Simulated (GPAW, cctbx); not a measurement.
# (PbS)1(SnSe)1: what bonding does to one electron reflection, worked out

(PbS)1(SnSe)1, P4/mmm (no. 123), a = 4.2479 Å, b = 4.2479 Å, c = 6.0719 Å, α = 90.00°, β = 90.00°, γ = 90.00°.

| atom | mult. | x | y | z |
| --- | --- | --- | --- | --- |
| Pb1 | 1 | 0 | 0 | 0 |
| Sn1 | 1 | 1/2 | 1/2 | 1/2 |
| Se1 | 1 | 0 | 0 | 1/2 |
| S1 | 1 | 1/2 | 1/2 | 0 |

The cell is a (PbS)1(SnSe)1 superlattice along [001] of the rock-salt type, started at the mean lattice constant and relaxed freely, with no substrate.

A DFT run (GPAW, PBE, 450 eV, 6×6×4 k-points (along the axes of the calculation cell), Fermi–Dirac width 0.05 eV) gives the static X-ray structure factor of 101 as 75.146 e for the conventional cell; superposed free atoms give 75.550 e. **Problem.** Find the Fourier component V of the crystal potential and the two-beam extinction distance at 200 kV in both cases, then the holographic phase shift per nanometre.

## 1. Geometry

The cell volume is Ω = 109.57 Å³ and d(101) = 3.4807 Å, so g = 1/d = 0.2873 Å⁻¹.

## 2. The nuclei

Electrons feel nuclei as well as electrons, so the nuclear charges are summed with the same phases.

Phase sums Σ exp(2πi h·x), turned so that the total is real and positive: Pb +1.000, Sn +1.000, Se -1.000, S -1.000. Then F_Z = 82 × (+1.000) + 50 × (+1.000) + 34 × (-1.000) + 16 × (-1.000) = 82.00 e. The electron term has the same sign for this reflection.

## 3. Mott–Bethe

Poisson's equation, term by term, gives V = (e/4πε₀)(F_Z − F)/(πΩg²), with e/4πε₀ = 14.3996 V Å.

The prefactor is 14.3996 × 3.4807²/(π × 109.57) = 0.50682 V per electron. Free atoms: (82.00 − 75.550) × 0.50682 = 3.269 V. Crystal: (82.00 − 75.146) × 0.50682 = 3.474 V. F changes by -0.53 % and V by +6.3 %: the same 0.40 e is measured against F_Z − F = 6.5 e in place of F = 75.5 e.

## 4. Extinction distance

In the two-beam case ξ = 1/(λU) with U = 2γm₀eV/h², that is ξ = 150.41 V Å²/(γλV).

At 200 kV, λ = 0.02508 Å and γ = 1.3914. Free atoms: ξ = 1319 Å. Crystal: ξ = 1241 Å. The thickness fringes go as sin²(πt/ξ), so the two patterns slip by a quarter of a period when t|1/ξ₁ − 1/ξ₀| = 1/4, at t ≈ 526 nm. Thermal motion, absorption and many-beam coupling, left out here, change a real pattern.

## 5. Phase shift

A slab run (normal [001], unrelaxed) gives a mean inner potential of 14.74 V; free atoms give 15.92 V. The phase shift is φ = C_E V₀ t, with C_E = (2π/λE)(E + m₀c²)/(E + 2m₀c²).

C_E = 7.288 × 10⁻³ rad/(V nm). The shift is 0.1074 rad/nm in the crystal and 0.1160 rad/nm for free atoms. A sample 50 nm thick gives φ = 5.37 rad; read with the free-atom value it would seem 46.3 nm thick.

## 6. Answer

V(101) is 3.47 V against 3.27 V, and ξ is 1241 against 1319 Å. The phase shift is 0.107 rad/nm, and free atoms would misjudge a thickness by -7 %. Limits: static atoms, two beams.
